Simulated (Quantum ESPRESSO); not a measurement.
# 1T-PtSe2, 2 layers, AA stacking, stepped through biaxial strain, part 5 of 6

Aim: how the results for 1T-PtSe2, 2 layers, AA stacking change with biaxial strain.

Quantum ESPRESSO 7.5; plane-wave DFT, PBE, GBRV ultrasoft pseudopotentials.

So far. Step 6 (Bands along a path, -4 %): Along this path the valence top lies between K and Γ and the conduction bottom between K and Γ. Step 7 (Relaxation with pw.x, -3 %): The relaxation lowers the energy by 19 meV an atom.

## Step 9: Relaxing the ions, 3 %

Level of this step: plane-wave DFT, PBE-D3(BJ), GBRV ultrasoft pseudopotentials (Quantum ESPRESSO 7.5).

The input, m7.relax.in:

```
&control
  prefix = 'm7.relax'
  outdir = './out'
  pseudo_dir = './pseudo'
  nstep = 40
  forc_conv_thr = 0.0003
  calculation = 'relax'
  tstress = .true.
/
&system
  ibrav = 0
  nat = 6
  ntyp = 2
  ecutwfc = 50
  ecutrho = 250
  vdw_corr = 'grimme-d3'
  dftd3_version = 4
  occupations = 'smearing'
  smearing = 'fd'
  degauss = 0.002
/
&electrons
  conv_thr = 1e-09
  mixing_beta = 0.4
  electron_maxstep = 120
  mixing_mode = 'plain'
/
&ions
/
ATOMIC_SPECIES
  Se  78.9710  se_pbe_v1.uspp.F.UPF
  Pt  195.0840  pt_pbe_v1.4.uspp.F.UPF
CELL_PARAMETERS angstrom
  3.84835629750000 0.00000000000000 0.00000000000000
  -1.92417814875000 3.33277431660000 0.00000000000000
  0.00000000000000 0.00000000000000 22.73543559100000
ATOMIC_POSITIONS crystal
  Se  0.666666666700 0.333333333300 0.332943178200
  Pt  0.000000000000 0.000000000000 0.390978847400
  Se  0.333333333300 0.666666666700 0.447610907600
  Se  0.666666666700 0.333333333300 0.552389092400
  Pt  0.000000000000 0.000000000000 0.609021152600
  Se  0.333333333300 0.666666666700 0.667056821800
K_POINTS automatic
  12 12 1 0 0 0
```

On the command line:

```console
OMP_NUM_THREADS=1 mpirun -n 4 pw.x -nk 4 -in m7.relax.in > m7.relax.out
```

The log of the run:

```text
[banner, memory and clock lines left out]
Program PWSCF v.7.5 starts
[...]
Message from routine setup:
[...]
number of electrons       =        56.00
     number of Kohn-Sham states=           34
     kinetic-energy cutoff     =      50.0000  Ry
     charge density cutoff     =     250.0000  Ry
[...]
number of k points=    19  Fermi-Dirac smearing, width (Ry)=  0.0020
[...]
Dense  grid:   131473 G-vectors     FFT dimensions: (  40,  40, 225)
[...]
negative rho (up, down):  3.734E-01 0.000E+00
     Starting wfcs are   40 randomized atomic wfcs
[...]
negative rho (up, down):  3.507E-01 0.000E+00
[...]
estimated scf accuracy    <       4.20543871 Ry
[...]
negative rho (up, down):  3.548E-01 0.000E+00
[...]
estimated scf accuracy    <       3.43689058 Ry
[...]
negative rho (up, down):  3.538E-01 0.000E+00
[...]
estimated scf accuracy    <       0.35831849 Ry
[...]
negative rho (up, down):  3.505E-01 0.000E+00
[...]
estimated scf accuracy    <       0.10461821 Ry
[...]
negative rho (up, down):  3.486E-01 0.000E+00
[...]
estimated scf accuracy    <       0.01115751 Ry
[...]
negative rho (up, down):  3.489E-01 0.000E+00
[...]
estimated scf accuracy    <       0.00113948 Ry
[...]
negative rho (up, down):  3.488E-01 0.000E+00
[...]
estimated scf accuracy    <       0.00003260 Ry
[...]
negative rho (up, down):  3.488E-01 0.000E+00
[...]
estimated scf accuracy    <       0.00003755 Ry
[...]
negative rho (up, down):  3.489E-01 0.000E+00
[...]
estimated scf accuracy    <       0.00000033 Ry
[...]
negative rho (up, down):  3.489E-01 0.000E+00
[...]
estimated scf accuracy    <       0.00000040 Ry
[...]
negative rho (up, down):  3.489E-01 0.000E+00
[...]
estimated scf accuracy    <       0.00000007 Ry
[...]
negative rho (up, down):  3.489E-01 0.000E+00
[...]
estimated scf accuracy    <          3.0E-09 Ry
[...]
negative rho (up, down):  3.489E-01 0.000E+00
[...]
the Fermi energy is     1.7588 ev
!    total energy              =    -596.11559909 Ry
     estimated scf accuracy    <          1.8E-10 Ry
     smearing contrib. (-TS)   =      -0.00002763 Ry
     internal energy E=F+TS    =    -596.11557146 Ry
[...]
one-electron contribution =   -2336.84656491 Ry
     hartree contribution      =    1180.46415645 Ry
     xc contribution           =    -232.27081393 Ry
     ewald contribution        =     792.69012211 Ry
[...]
convergence has been achieved in  13 iterations
     negative rho (up, down):  3.489E-01 0.000E+00
[...]
Total force =     0.044471     Total SCF correction =     0.000027
[...]
negative rho (up, down):  3.489E-01 0.000E+00
[...]
negative rho (up, down):  3.492E-01 0.000E+00
[...]
negative rho (up, down):  3.492E-01 0.000E+00
[...]
estimated scf accuracy    <       0.00003917 Ry
[...]
negative rho (up, down):  3.492E-01 0.000E+00
[...]
estimated scf accuracy    <       0.00002891 Ry
[...]
negative rho (up, down):  3.492E-01 0.000E+00
[...]
estimated scf accuracy    <       0.00001676 Ry
[...]
negative rho (up, down):  3.492E-01 0.000E+00
[...]
estimated scf accuracy    <       0.00001858 Ry
[...]
negative rho (up, down):  3.492E-01 0.000E+00
[...]
estimated scf accuracy    <       0.00000019 Ry
[...]
negative rho (up, down):  3.492E-01 0.000E+00
[...]
estimated scf accuracy    <       0.00000003 Ry
[...]
negative rho (up, down):  3.492E-01 0.000E+00
[...]
estimated scf accuracy    <          2.4E-09 Ry
[...]
negative rho (up, down):  3.492E-01 0.000E+00
[...]
the Fermi energy is     1.7666 ev
!    total energy              =    -596.11737621 Ry
     estimated scf accuracy    <          2.0E-10 Ry
     smearing contrib. (-TS)   =      -0.00002483 Ry
     internal energy E=F+TS    =    -596.11735138 Ry
[...]
one-electron contribution =   -2340.48074426 Ry
     hartree contribution      =    1182.25616037 Ry
     xc contribution           =    -232.29449349 Ry
     ewald contribution        =     794.55431374 Ry
[...]
convergence has been achieved in   8 iterations
     negative rho (up, down):  3.492E-01 0.000E+00
[...]
Total force =     0.035464     Total SCF correction =     0.000061
[...]
negative rho (up, down):  3.492E-01 0.000E+00
[...]
negative rho (up, down):  3.492E-01 0.000E+00
[...]
negative rho (up, down):  3.492E-01 0.000E+00
[...]
estimated scf accuracy    <       0.00004955 Ry
[...]
negative rho (up, down):  3.492E-01 0.000E+00
[...]
estimated scf accuracy    <       0.00007670 Ry
[...]
negative rho (up, down):  3.492E-01 0.000E+00
[...]
estimated scf accuracy    <       0.00004207 Ry
[...]
negative rho (up, down):  3.492E-01 0.000E+00
[...]
estimated scf accuracy    <       0.00000695 Ry
[...]
negative rho (up, down):  3.492E-01 0.000E+00
[...]
estimated scf accuracy    <       0.00000023 Ry
[...]
negative rho (up, down):  3.492E-01 0.000E+00
[...]
estimated scf accuracy    <       0.00000004 Ry
[...]
negative rho (up, down):  3.492E-01 0.000E+00
[...]
estimated scf accuracy    <          1.9E-09 Ry
[...]
negative rho (up, down):  3.492E-01 0.000E+00
[...]
estimated scf accuracy    <          2.8E-10 Ry
[...]
negative rho (up, down):  3.492E-01 0.000E+00
[...]
the Fermi energy is     1.7748 ev
!    total energy              =    -596.11885971 Ry
     estimated scf accuracy    <          7.0E-12 Ry
     smearing contrib. (-TS)   =      -0.00002199 Ry
     internal energy E=F+TS    =    -596.11883773 Ry
[...]
one-electron contribution =   -2344.81121634 Ry
     hartree contribution      =    1184.39401919 Ry
     xc contribution           =    -232.32085692 Ry
     ewald contribution        =     796.77194042 Ry
[...]
convergence has been achieved in   9 iterations
     negative rho (up, down):  3.492E-01 0.000E+00
[...]
Total force =     0.025526     Total SCF correction =     0.000004
[...]
negative rho (up, down):  3.492E-01 0.000E+00
[...]
negative rho (up, down):  3.488E-01 0.000E+00
[...]
negative rho (up, down):  3.487E-01 0.000E+00
[...]
estimated scf accuracy    <       0.00012457 Ry
[...]
negative rho (up, down):  3.487E-01 0.000E+00
[...]
estimated scf accuracy    <       0.00033925 Ry
[...]
negative rho (up, down):  3.487E-01 0.000E+00
[...]
estimated scf accuracy    <       0.00007204 Ry
[...]
negative rho (up, down):  3.487E-01 0.000E+00
[...]
negative rho (up, down):  3.485E-01 0.000E+00
[...]
negative rho (up, down):  3.484E-01 0.000E+00
[...]
estimated scf accuracy    <       0.00009517 Ry
[...]
negative rho (up, down):  3.484E-01 0.000E+00
[...]
estimated scf accuracy    <       0.00044654 Ry
[...]
negative rho (up, down):  3.484E-01 0.000E+00
[...]
estimated scf accuracy    <       0.00002782 Ry
[...]
negative rho (up, down):  3.484E-01 0.000E+00
[...]
estimated scf accuracy    <       0.00000568 Ry
[...]
negative rho (up, down):  3.484E-01 0.000E+00
[...]
estimated scf accuracy    <       0.00000036 Ry
[...]
negative rho (up, down):  3.484E-01 0.000E+00
[...]
estimated scf accuracy    <       0.00000004 Ry
[...]
negative rho (up, down):  3.484E-01 0.000E+00
[...]
estimated scf accuracy    <          2.0E-09 Ry
[...]
negative rho (up, down):  3.484E-01 0.000E+00
[...]
estimated scf accuracy    <          3.0E-10 Ry
[...]
negative rho (up, down):  3.484E-01 0.000E+00
[...]
the Fermi energy is     1.7949 ev
!    total energy              =    -596.12044393 Ry
     estimated scf accuracy    <          8.3E-11 Ry
     smearing contrib. (-TS)   =      -0.00001599 Ry
     internal energy E=F+TS    =    -596.12042795 Ry
[...]
one-electron contribution =   -2357.76681187 Ry
     hartree contribution      =    1190.80108736 Ry
     xc contribution           =    -232.38952455 Ry
     ewald contribution        =     803.38794775 Ry
[...]
convergence has been achieved in   9 iterations
     negative rho (up, down):  3.484E-01 0.000E+00
[...]
Total force =     0.004267     Total SCF correction =     0.000015
[...]
negative rho (up, down):  3.484E-01 0.000E+00
[...]
negative rho (up, down):  3.484E-01 0.000E+00
[...]
negative rho (up, down):  3.484E-01 0.000E+00
[...]
estimated scf accuracy    <       0.00000936 Ry
[...]
negative rho (up, down):  3.484E-01 0.000E+00
[...]
estimated scf accuracy    <       0.00007728 Ry
[...]
negative rho (up, down):  3.484E-01 0.000E+00
[...]
estimated scf accuracy    <       0.00000043 Ry
[...]
negative rho (up, down):  3.484E-01 0.000E+00
[...]
estimated scf accuracy    <       0.00000004 Ry
[...]
negative rho (up, down):  3.484E-01 0.000E+00
[...]
estimated scf accuracy    <          8.6E-09 Ry
[...]
negative rho (up, down):  3.484E-01 0.000E+00
[...]
estimated scf accuracy    <          1.5E-09 Ry
[...]
negative rho (up, down):  3.484E-01 0.000E+00
[...]
estimated scf accuracy    <          3.1E-10 Ry
[...]
negative rho (up, down):  3.484E-01 0.000E+00
[...]
the Fermi energy is     1.7957 ev
!    total energy              =    -596.12046205 Ry
     estimated scf accuracy    <          2.2E-11 Ry
     smearing contrib. (-TS)   =      -0.00001621 Ry
     internal energy E=F+TS    =    -596.12044585 Ry
[...]
one-electron contribution =   -2358.77545949 Ry
     hartree contribution      =    1191.30521817 Ry
     xc contribution           =    -232.39011568 Ry
     ewald contribution        =     803.89307484 Ry
[...]
convergence has been achieved in   8 iterations
     negative rho (up, down):  3.484E-01 0.000E+00
[...]
Total force =     0.004206     Total SCF correction =     0.000040
[...]
negative rho (up, down):  3.484E-01 0.000E+00
[...]
WARNING: bfgs curvature condition failed, Theta= 0.823
[...]
negative rho (up, down):  3.484E-01 0.000E+00
[...]
negative rho (up, down):  3.484E-01 0.000E+00
[...]
estimated scf accuracy    <       0.00001090 Ry
[...]
negative rho (up, down):  3.484E-01 0.000E+00
[...]
estimated scf accuracy    <       0.00008868 Ry
[...]
negative rho (up, down):  3.484E-01 0.000E+00
[...]
estimated scf accuracy    <       0.00000053 Ry
[...]
negative rho (up, down):  3.484E-01 0.000E+00
[...]
estimated scf accuracy    <       0.00000005 Ry
[...]
negative rho (up, down):  3.484E-01 0.000E+00
[...]
estimated scf accuracy    <          6.5E-09 Ry
[...]
negative rho (up, down):  3.484E-01 0.000E+00
[...]
estimated scf accuracy    <          1.0E-09 Ry
[...]
negative rho (up, down):  3.484E-01 0.000E+00
[...]
estimated scf accuracy    <          3.8E-10 Ry
[...]
negative rho (up, down):  3.484E-01 0.000E+00
[...]
estimated scf accuracy    <          1.5E-11 Ry
[...]
negative rho (up, down):  3.484E-01 0.000E+00
[...]
negative rho (up, down):  3.600E-01 0.000E+00
[...]
negative rho (up, down):  3.600E-01 0.000E+00
[...]
estimated scf accuracy    <       0.00064436 Ry
[...]
negative rho (up, down):  3.600E-01 0.000E+00
[...]
estimated scf accuracy    <       0.00517109 Ry
[...]
negative rho (up, down):  3.600E-01 0.000E+00
[...]
estimated scf accuracy    <       0.00003301 Ry
[...]
negative rho (up, down):  3.600E-01 0.000E+00
[...]
estimated scf accuracy    <       0.00000393 Ry
[...]
negative rho (up, down):  3.600E-01 0.000E+00
[...]
estimated scf accuracy    <       0.00000144 Ry
[...]
negative rho (up, down):  3.600E-01 0.000E+00
[...]
estimated scf accuracy    <       0.00000015 Ry
[...]
negative rho (up, down):  3.600E-01 0.000E+00
[...]
estimated scf accuracy    <       0.00000004 Ry
[...]
negative rho (up, down):  3.600E-01 0.000E+00
[...]
estimated scf accuracy    <          3.1E-09 Ry
[...]
negative rho (up, down):  3.600E-01 0.000E+00
[...]
estimated scf accuracy    <          5.9E-10 Ry
[...]
negative rho (up, down):  3.600E-01 0.000E+00
[...]
estimated scf accuracy    <          1.7E-10 Ry
[...]
negative rho (up, down):  3.600E-01 0.000E+00
[...]
estimated scf accuracy    <          2.4E-11 Ry
[...]
negative rho (up, down):  3.600E-01 0.000E+00
[...]
the Fermi energy is     1.8102 ev
!    total energy              =    -596.12089509 Ry
     estimated scf accuracy    <          2.7E-13 Ry
     smearing contrib. (-TS)   =      -0.00002220 Ry
     internal energy E=F+TS    =    -596.12087289 Ry
[...]
one-electron contribution =   -2383.22658896 Ry
     hartree contribution      =    1203.52681999 Ry
     xc contribution           =    -232.39873796 Ry
     ewald contribution        =     816.13175541 Ry
[...]
convergence has been achieved in  12 iterations
     negative rho (up, down):  3.600E-01 0.000E+00
[...]
Total force =     0.004317     Total SCF correction =     0.000004
[...]
negative rho (up, down):  3.600E-01 0.000E+00
[...]
negative rho (up, down):  3.601E-01 0.000E+00
[...]
negative rho (up, down):  3.601E-01 0.000E+00
[...]
estimated scf accuracy    <       0.00145148 Ry
[...]
negative rho (up, down):  3.601E-01 0.000E+00
[...]
estimated scf accuracy    <       0.01160898 Ry
[...]
negative rho (up, down):  3.602E-01 0.000E+00
[...]
estimated scf accuracy    <       0.00007438 Ry
[...]
negative rho (up, down):  3.602E-01 0.000E+00
[...]
estimated scf accuracy    <       0.00000938 Ry
[...]
negative rho (up, down):  3.602E-01 0.000E+00
[...]
estimated scf accuracy    <       0.00000351 Ry
[...]
negative rho (up, down):  3.602E-01 0.000E+00
[...]
estimated scf accuracy    <       0.00000032 Ry
[...]
negative rho (up, down):  3.602E-01 0.000E+00
[...]
estimated scf accuracy    <       0.00000009 Ry
[...]
negative rho (up, down):  3.602E-01 0.000E+00
[...]
estimated scf accuracy    <          6.1E-09 Ry
[...]
negative rho (up, down):  3.602E-01 0.000E+00
[...]
estimated scf accuracy    <          1.7E-09 Ry
[...]
negative rho (up, down):  3.602E-01 0.000E+00
[...]
estimated scf accuracy    <          4.2E-10 Ry
[...]
negative rho (up, down):  3.602E-01 0.000E+00
[...]
estimated scf accuracy    <          3.6E-11 Ry
[...]
negative rho (up, down):  3.602E-01 0.000E+00
[...]
```

Run time: 15 min. Hardware: 4 MPI ranks of Arm Neoverse V2, shared host; peak memory 1.1 GiB; 60 min of CPU time.

Step by step:

```tsv
step	energy less that of the first step (eV)	largest force (eV/Å)
1	0.0000	0.6327
2	-0.0242	0.5074
3	-0.0444	0.3711
4	-0.0621	0.1688
5	-0.0659	0.0566
6	-0.0662	0.0506
7	-0.0664	0.0537
8	-0.0669	0.0570
9	-0.0675	0.0603
10	-0.0685	0.0635
11	-0.0700	0.0663
12	-0.0721	0.0680
13	-0.0749	0.0667
14	-0.0782	0.0588
15	-0.0807	0.0511
16	-0.0808	0.0413
17	-0.0809	0.0239
18	-0.0809	0.0070
```

The atoms that moved most (Å):

```tsv
atom	dx	dy	dz	length
Se6	0.000	0.000	-0.171	0.171
Se1	0.000	0.000	0.171	0.171
Pt2	0.000	0.000	0.106	0.106
Pt5	0.000	0.000	-0.106	0.106
Se3	0.000	0.000	0.049	0.049
Se4	0.000	0.000	-0.049	0.049
```

The relaxed structure:

```xyz
6
Lattice="3.8484 0.0000 0.0000 -1.9242 3.3328 0.0000 0.0000 0.0000 22.7354" Properties=species:S:1:pos:R:3
Se    1.9242    1.1109    7.7404
Pt    0.0000    0.0000    8.9953
Se    0.0000    2.2218   10.2259
Se    1.9242    1.1109   12.5096
Pt    0.0000    0.0000   13.7401
Se    0.0000    2.2218   14.9951
```

The relaxation lowers the energy by 13 meV an atom.

Numbers from this step:

- free energy: -8110.6468 eV
- energy at zero smearing: -8110.6465 eV
- Fermi energy: 1.848 eV

## Step 10: Self-consistent run, 3 %

Level of this step: plane-wave DFT, PBE, GBRV ultrasoft pseudopotentials (Quantum ESPRESSO 7.5).

The input, m7.scf.in:

```
&control
  prefix = 'm7.scf'
  outdir = './out'
  pseudo_dir = './pseudo'
  calculation = 'scf'
  tprnfor = .true.
/
&system
  ibrav = 0
  nat = 6
  ntyp = 2
  ecutwfc = 40
  ecutrho = 200
  occupations = 'smearing'
  smearing = 'fd'
  degauss = 0.002
  nbnd = 32
/
&electrons
  conv_thr = 1e-09
  mixing_beta = 0.4
  electron_maxstep = 120
  mixing_mode = 'plain'
/
ATOMIC_SPECIES
  Se  78.9710  se_pbe_v1.uspp.F.UPF
  Pt  195.0840  pt_pbe_v1.4.uspp.F.UPF
CELL_PARAMETERS angstrom
  3.84835629750000 0.00000000000000 0.00000000000000
  -1.92417814875000 3.33277431660000 0.00000000000000
  0.00000000000000 0.00000000000000 22.73543559100000
ATOMIC_POSITIONS crystal
  Se  0.666666666700 0.333333333300 0.340454536100
  Pt  0.000000000000 0.000000000000 0.395651949800
  Se  0.333333333300 0.666666666700 0.449775957300
  Se  0.666666666700 0.333333333300 0.550224042700
  Pt  0.000000000000 0.000000000000 0.604348050200
  Se  0.333333333300 0.666666666700 0.659545463900
K_POINTS automatic
  12 12 1 0 0 0
```

On the command line:

```console
OMP_NUM_THREADS=1 mpirun -n 4 pw.x -nk 4 -in m7.scf.in > m7.scf.out
```

The log of the run:

```text
[banner, memory and clock lines left out]
Program PWSCF v.7.5 starts
[...]
Message from routine setup:
[...]
number of electrons       =        56.00
     number of Kohn-Sham states=           32
     kinetic-energy cutoff     =      40.0000  Ry
     charge density cutoff     =     200.0000  Ry
[...]
number of k points=    19  Fermi-Dirac smearing, width (Ry)=  0.0020
[...]
Dense  grid:    94057 G-vectors     FFT dimensions: (  36,  36, 200)
[...]
negative rho (up, down):  3.690E-01 0.000E+00
     Starting wfcs are   40 randomized atomic wfcs
[...]
negative rho (up, down):  3.468E-01 0.000E+00
[...]
estimated scf accuracy    <       4.09714391 Ry
[...]
negative rho (up, down):  3.509E-01 0.000E+00
[...]
estimated scf accuracy    <       2.91559495 Ry
[...]
negative rho (up, down):  3.500E-01 0.000E+00
[...]
estimated scf accuracy    <       0.23159197 Ry
[...]
negative rho (up, down):  3.465E-01 0.000E+00
[...]
estimated scf accuracy    <       0.06746005 Ry
[...]
negative rho (up, down):  3.452E-01 0.000E+00
[...]
estimated scf accuracy    <       0.01236615 Ry
[...]
negative rho (up, down):  3.454E-01 0.000E+00
[...]
estimated scf accuracy    <       0.00120022 Ry
[...]
negative rho (up, down):  3.452E-01 0.000E+00
[...]
estimated scf accuracy    <       0.00004064 Ry
[...]
negative rho (up, down):  3.453E-01 0.000E+00
[...]
estimated scf accuracy    <       0.00003480 Ry
[...]
negative rho (up, down):  3.453E-01 0.000E+00
[...]
estimated scf accuracy    <       0.00000047 Ry
[...]
negative rho (up, down):  3.454E-01 0.000E+00
[...]
estimated scf accuracy    <       0.00000033 Ry
[...]
negative rho (up, down):  3.454E-01 0.000E+00
[...]
estimated scf accuracy    <       0.00000003 Ry
[...]
negative rho (up, down):  3.454E-01 0.000E+00
[...]
estimated scf accuracy    <          7.4E-09 Ry
[...]
negative rho (up, down):  3.454E-01 0.000E+00
[...]
the Fermi energy is     1.8482 ev
!    total energy              =    -595.96141584 Ry
     estimated scf accuracy    <          6.0E-11 Ry
     smearing contrib. (-TS)   =      -0.00004455 Ry
     internal energy E=F+TS    =    -595.96137128 Ry
[...]
one-electron contribution =   -2454.92682288 Ry
     hartree contribution      =    1239.36527140 Ry
     xc contribution           =    -232.43166703 Ry
     ewald contribution        =     852.03184722 Ry
     convergence has been achieved in  13 iterations
     negative rho (up, down):  3.454E-01 0.000E+00
[...]
Total force =     0.008915     Total SCF correction =     0.000015
[...]
```

Run time: 37 s. Hardware: 4 MPI ranks; peak memory 0.73 GiB; 2.4 min of CPU time.

Numbers from this step:

- free energy: -8108.4681 eV
- energy at zero smearing: -8108.4678 eV
- valence top, on the run's zero: 1.751 eV
- conduction bottom, on the run's zero: 1.947 eV
- gap by band count: 0.1961 eV

(Part 5 of 6 ends here.)

[Logs are printed without paths, hosts, clocks, repeated set-up lines and the standing remarks that a program may print on its own settings, such as how far it seeks lower states.]

[Hosts, paths, dates, database ids (printed as entryN), source tags and the programs' standing remarks are cut or masked in the printed files.]

[Maps of the electrostatic potential energy from Ansatz leave out the sawtooth potential of an applied field or a dipole correction, so their vacuum need not be flat; planar profiles and work functions include it.]
